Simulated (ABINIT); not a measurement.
## SnO2 (Cassiterite): G0W0 with and without spin-orbit coupling

Is the spin-orbit change of the gap of SnO2 (Cassiterite) the same in DFT and in GW?

Main program and level: ABINIT 10.8.3; PBE and many-body steps on it, plane waves.

**What was measured.**

- Gap 3.6 eV: experimental gap quoted from earlier work; bulk crystal (quoted in “Study on the Photocatalytic Properties of Flower-Shaped SnO2”, 2022, pmc:9565917).

Most raw output is cut from this account.

**1. The starting structure**

It takes space group P4_2/mnm (No. 136, tetragonal). Conventional cell: a = 4.738 Å, b = 4.738 Å, c = 3.187 Å, α = 90.00°, β = 90.00°, γ = 90.00°. Nearest to Sn lie 6 O at 2.05 to 2.06 Å. Nearest to O lie 3 Sn at 2.05 to 2.06 Å. Farther neighbours and most contacts between anions are not listed.

The cell and positions come from the Crystallography Open Database and are kept as given unless a step says otherwise.

**2. Empty states on the mesh, 2×2×4 mesh, 68 bands**

This step: ABINIT 10.8.3; DFT, PBE, plane waves, norm-conserving pseudopotentials.

The sums over transitions need many empty states on a uniform mesh; this step solves for them.

run.abi

```
acell 3*1.0 Angstrom
rprim 
  4.738000000000 0.000000000000 0.000000000000
  0.000000000000 4.738000000000 0.000000000000
  0.000000000000 0.000000000000 3.186500000000
ntypat 2
znucl 50 8
natom 6
typat 1 1 2 2 2 2
xred 
  0.000000000000 0.000000000000 0.000000000000
  0.500000000000 0.500000000000 0.500000000000
  0.307100000000 0.307100000000 0.000000000000
  0.192900000000 0.807100000000 0.500000000000
  0.692900000000 0.692900000000 0.000000000000
  0.807100000000 0.192900000000 0.500000000000
pp_dirpath "pseudos"
pseudos "Sn.upf, O.upf"
ecut 42
ngkpt 2 2 4
nshiftk 1
shiftk 0 0 0
kptopt 1
chksymbreak 0
iscf -2
irdden 1
istwfk *1
nband 68
nbdbuf 6
tolwfr 1e-09
nstep 60
prtvol 0
indata_prefix "in"
outdata_prefix "out"
tmpdata_prefix "tmp"
```

The run is started by

```sh
OMP_NUM_THREADS=1 mpirun -n 8 abinit run.abi > log
```

It took 18 s on 8 MPI ranks of Arm Neoverse V2, shared host; peak memory 0.58 GiB; 2.4 min of CPU time.

Numbers from this step:

```yaml
gap: 1.284 eV
k_of_the_valence_top: 0, 0, 0
k_of_the_conduction_bottom: 0, 0, 0
least_direct_gap: 1.284 eV
k_points_computed: 9
lowest_point_of_the_top_converged_band_above_the_valence_top: 27.03 eV
```

On this mesh the gap is 1.284 eV.

The density comes from a self-consistent run that is not shown.

**3. Screening, 2×2×4 mesh, 62 bands, screening to 81.6 eV**

The RPA dielectric matrix is built and inverted for each q.

This step: RPA screening on PBE, plane waves, norm-conserving pseudopotentials.

run.abi: that of step 2 with these lines changed.

```diff
@@ -24,10 +24,11 @@
 chksymbreak 0
-iscf -2
-irdden 1
 istwfk *1
-nband 68
-nbdbuf 6
-tolwfr 1e-09
-nstep 60
-prtvol 0
+occopt 1
+irdwfk 1
+optdriver 3
+nband 62
+ecuteps 3
+inclvkb 0
+awtr 1
+symchi 1
 indata_prefix "in"
```

Elapsed: 7.1 s, on 8 MPI ranks; peak memory 2 GiB.

Numbers from this step:

```
ε∞ with local fields, on this mesh, along the program's q direction : 7.438
the same without local fields                                       : 7.641
plasma frequency                                                    : 36.20 eV
plane waves in the screening matrix                                 : 113
```

Local fields lower ε∞ by 3 %. On a Γ-centred mesh this coarse the value itself is usually too large, while a short band sum pulls it down.

**4. Scalar-relativistic**

The self-energy is evaluated for the states that the input lists, and the levels follow from it, in one-shot runs by the linearised quasiparticle equation.

This step: G0W0 on PBE, plane waves, norm-conserving pseudopotentials.

run.abi: that of step 3 with these lines changed.

```diff
@@ -27,8 +27,15 @@
 irdwfk 1
-optdriver 3
+optdriver 4
 nband 62
+gwcalctyp 0
+ecutsigx 42
+symsigma 1
+nkptgw 1
+kptgw 
+  0.0000000000 0.0000000000 0.0000000000
+bdgw 
+  32 36
 ecuteps 3
-inclvkb 0
-awtr 1
-symchi 1
+irdscr 1
+ppmodel 1
 indata_prefix "in"
```

Wall time 2.7 s (8 MPI ranks); peak memory 0.2 GiB; 21 s of CPU time.

Numbers from this step:

```yaml
g0w0_gap_on_the_points_computed: 2.708 eV
starting_gap_on_the_mesh: 1.284 eV
k_of_the_valence_top: 0, 0, 0
k_of_the_conduction_bottom: 0, 0, 0
z_at_the_valence_top: 0.782
z_at_the_conduction_bottom: 0.843
least_direct_g0w0_gap_on_the_computed_points: 2.708 eV
```

The gap on the mesh goes from 1.28 eV to 2.71 eV, a correction of +1.42 eV.

**5. Empty states on the mesh, 2×2×4 mesh, 136 bands**

This step: DFT, PBE with spin-orbit coupling, plane waves, norm-conserving pseudopotentials.

run.abi: that of step 4 with these lines changed.

```diff
@@ -19,2 +19,3 @@
 ecut 42
+nspinor 2
 ngkpt 2 2 4
@@ -24,18 +25,10 @@
 chksymbreak 0
+iscf -2
+irdden 1
 istwfk *1
-occopt 1
-irdwfk 1
-optdriver 4
-nband 62
-gwcalctyp 0
-ecutsigx 42
-symsigma 1
-nkptgw 1
-kptgw 
-  0.0000000000 0.0000000000 0.0000000000
-bdgw 
-  32 36
-ecuteps 3
-irdscr 1
-ppmodel 1
+nband 136
+nbdbuf 12
+tolwfr 1e-09
+nstep 60
+prtvol 0
 indata_prefix "in"
```

The job ended after 1.7 min (8 MPI ranks; peak memory 0.87 GiB; 14 min of CPU time).

Numbers from this step:

* gap: 1.293 eV
* k of the valence top: 0, 0, 0
* k of the conduction bottom: 0, 0, 0
* least direct gap: 1.293 eV
* k points computed: 9
* lowest point of the top converged band, above the valence top: 27.02 eV

On this mesh the gap is 1.293 eV.

The density comes from a self-consistent run that is not shown, made with spin-orbit coupling and fully relativistic files.

**6. Screening, 2×2×4 mesh, 124 bands, screening to 81.6 eV**

This step: RPA screening on PBE with spin-orbit coupling, plane waves, norm-conserving pseudopotentials.

run.abi: that of step 5 with these lines changed.

```diff
@@ -25,10 +25,11 @@
 chksymbreak 0
-iscf -2
-irdden 1
 istwfk *1
-nband 136
-nbdbuf 12
-tolwfr 1e-09
-nstep 60
-prtvol 0
+occopt 1
+irdwfk 1
+optdriver 3
+nband 124
+ecuteps 3
+inclvkb 0
+awtr 1
+symchi 1
 indata_prefix "in"
```

The job ended after 51 s (8 MPI ranks; peak memory 6.6 GiB).

This step gave:

```
ε∞ with local fields, on this mesh, along the program's q direction : 7.417
the same without local fields                                       : 7.620
plasma frequency                                                    : 36.20 eV
plane waves in the screening matrix                                 : 113
```

**7. With spin-orbit coupling**

This step: G0W0 on PBE with spin-orbit coupling, plane waves, norm-conserving pseudopotentials.

run.abi: that of step 6 with these lines changed.

```diff
@@ -28,8 +28,15 @@
 irdwfk 1
-optdriver 3
+optdriver 4
 nband 124
+gwcalctyp 0
+ecutsigx 42
+symsigma 0
+nkptgw 1
+kptgw 
+  0.0000000000 0.0000000000 0.0000000000
+bdgw 
+  65 72
 ecuteps 3
-inclvkb 0
-awtr 1
-symchi 1
+irdscr 1
+ppmodel 1
 indata_prefix "in"
```

It took 10 s on 8 MPI ranks; peak memory 3.4 GiB; 82 s of CPU time.

This step gave:

| Property | Result |
| --- | --- |
| G0W0 gap on the points computed | 2.718 eV |
| starting gap on the mesh | 1.293 eV |
| k of the valence top | 0, 0, 0 |
| k of the conduction bottom | 0, 0, 0 |
| Z at the valence top | 0.782 |
| Z at the conduction bottom | 0.843 |
| least direct G0W0 gap on the computed points | 2.718 eV |

Against G0W0 in ABINIT (2×2×4 mesh, 62 bands, screening to 81.6 eV, Godby-Needs plasmon pole), the gap moves by +0.010 eV.

**8. The runs together**

Times are wall times on 8 MPI ranks of Arm Neoverse V2, shared host, good to a factor of about two. A run's time includes the screening step that it read.

```csv
run,mesh,bands,screening cutoff (eV),DFT gap (eV),gap on the mesh (eV),direct (eV),ε∞ used,time
scalar-relativistic,2×2×4,62,81.6,1.284,2.708,2.708,7.44,9.8 s
with spin-orbit coupling,2×2×4,124,81.6,1.293,2.718,2.718,7.42,61 s
```

**9. Results**

| Item | Value |
| --- | --- |
| scalar-relativistic | 2.708 eV |
| with spin-orbit coupling | 2.718 eV |
| known limits | not at the basis limit; screening head approximate; no spin-orbit coupling in some runs; coarse k mesh |

In words: With spin-orbit coupling: +0.010 eV against scalar-relativistic, +0.010 eV of it in the start. Against experiment, by with spin-orbit coupling: the gap of 2.72 eV lies −0.88 eV from the measured 3.6 eV (kind not stated, quoted 2022). These are gaps on the mesh, at modest bands and cutoff. The calculation has static nuclei and no excitons; a measured gap holds zero-point and thermal motion, which mostly lowers it. Against the values above the computed gap that would widen the miss. A likelier cause is too strong a screening: the start's gap is only 1.29 eV, the mesh is coarse, and one shot does not repair that. Bands and cutoff are finite, so the gap is not at the basis limit. The miss can reach some tenths of an eV and take either sign; the mesh is an error of its own. In the first G0W0 run levels were corrected at 1 k point alone, so a gap called «on the mesh» is the least over those, and an edge elsewhere would be missed. The 2×2×4 mesh is coarse for this cell, which bears on the long-range parts of exchange and screening. The long-wavelength limit of the screening leaves out the non-local commutator, which shifts ε∞.

[Paths, hosts, dates, memory and timing lines, banners, echoed tables and standing remarks are left out of the program output.]

[Logs are printed without paths, hosts, clocks, repeated set-up lines and the standing remarks that a program may print on its own settings, such as how far it seeks lower states.]

[Runs of the session that timed out or met a known fault of the program may be left out.]

[No measured gap is set beside runs whose start may be inverted or whose files or cutoffs have a known fault.]

[Hosts, paths, dates, database ids (printed as entryN), source tags and the programs' standing remarks are cut or masked in the printed files.]

[G0W0 gaps are taken among the corrected bands and points alone; a level outside them can change the order at an edge.]

[Where Ansatz stands beside ABINIT at settings called matched, ABINIT's density can come from a denser mesh and the files from another edition; pairs whose starting gaps differed by over 0.03 eV were left out, so agreement reads better than it is.]
